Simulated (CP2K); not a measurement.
Two runs for the C K edge of 2-chlorofuran. Run A: CP2K XAS_TDP, all-electron GAPW, PBEh(45%), aug-pc-1, TDA, no relativity. Run B differs in one setting.

First lines with a strength over 0.0015. A:

```csv
atom,energy (eV),states,"strength, one atom"
"C2 (bonded to C, Cl and O)",283.74,1,0.0596
,285.22,1,0.0490
,287.25,1,0.0102
,287.72,1,0.0021
,288.06,1,0.0069
C3 (bonded to 2 C and H),281.89,1,0.0469
,284.15,1,0.0088
,284.21,1,0.0125
,284.77,1,0.0036
,285.20,1,0.0024
C4 (bonded to 2 C and H),281.79,1,0.0497
,284.12,1,0.0083
,284.15,1,0.0102
,285.89,1,0.0067
,286.16,1,0.0018
"C5 (bonded to C, O and H)",282.50,1,0.0558
,285.47,1,0.0188
,285.84,1,0.0182
,286.36,1,0.0021
,286.49,1,0.0031
```

B:

```csv
atom,energy (eV),states,"strength, one atom"
"C2 (bonded to C, Cl and O)",288.60,1,0.0586
,290.08,1,0.0482
,292.11,1,0.0100
,292.58,1,0.0020
,292.92,1,0.0067
C3 (bonded to 2 C and H),287.34,1,0.0460
,289.59,1,0.0086
,289.66,1,0.0123
,290.22,1,0.0036
,290.64,1,0.0024
C4 (bonded to 2 C and H),287.40,1,0.0487
,289.74,1,0.0082
,289.77,1,0.0100
,291.51,1,0.0065
,291.78,1,0.0018
"C5 (bonded to C, O and H)",287.98,1,0.0547
,290.94,1,0.0185
,291.32,1,0.0178
,291.84,1,0.0021
,291.96,1,0.0030
```

Q: Which was it: the functional, scalar relativity switched on, the basis, GW2X switched on?

GW2X switched on. GW2X shifts an atom's lines together and keeps their spacings. Against PBEh(45%) in aug-pc-1, the leading lines move by +4.86 eV (C2, to 288.60), +5.45 eV (C3, to 287.34), +5.61 eV (C4, to 287.40) and +5.48 eV (C5, to 287.98).

[Banner, clock and machine lines of the logs are left out without a mark of their own.]

[Logs are printed without paths, hosts, clocks, repeated set-up lines and the standing remarks that a program may print on its own settings, such as how far it seeks lower states.]

[Hosts, paths, dates, database ids (printed as entryN), source tags and the programs' standing remarks are cut or masked in the printed files.]
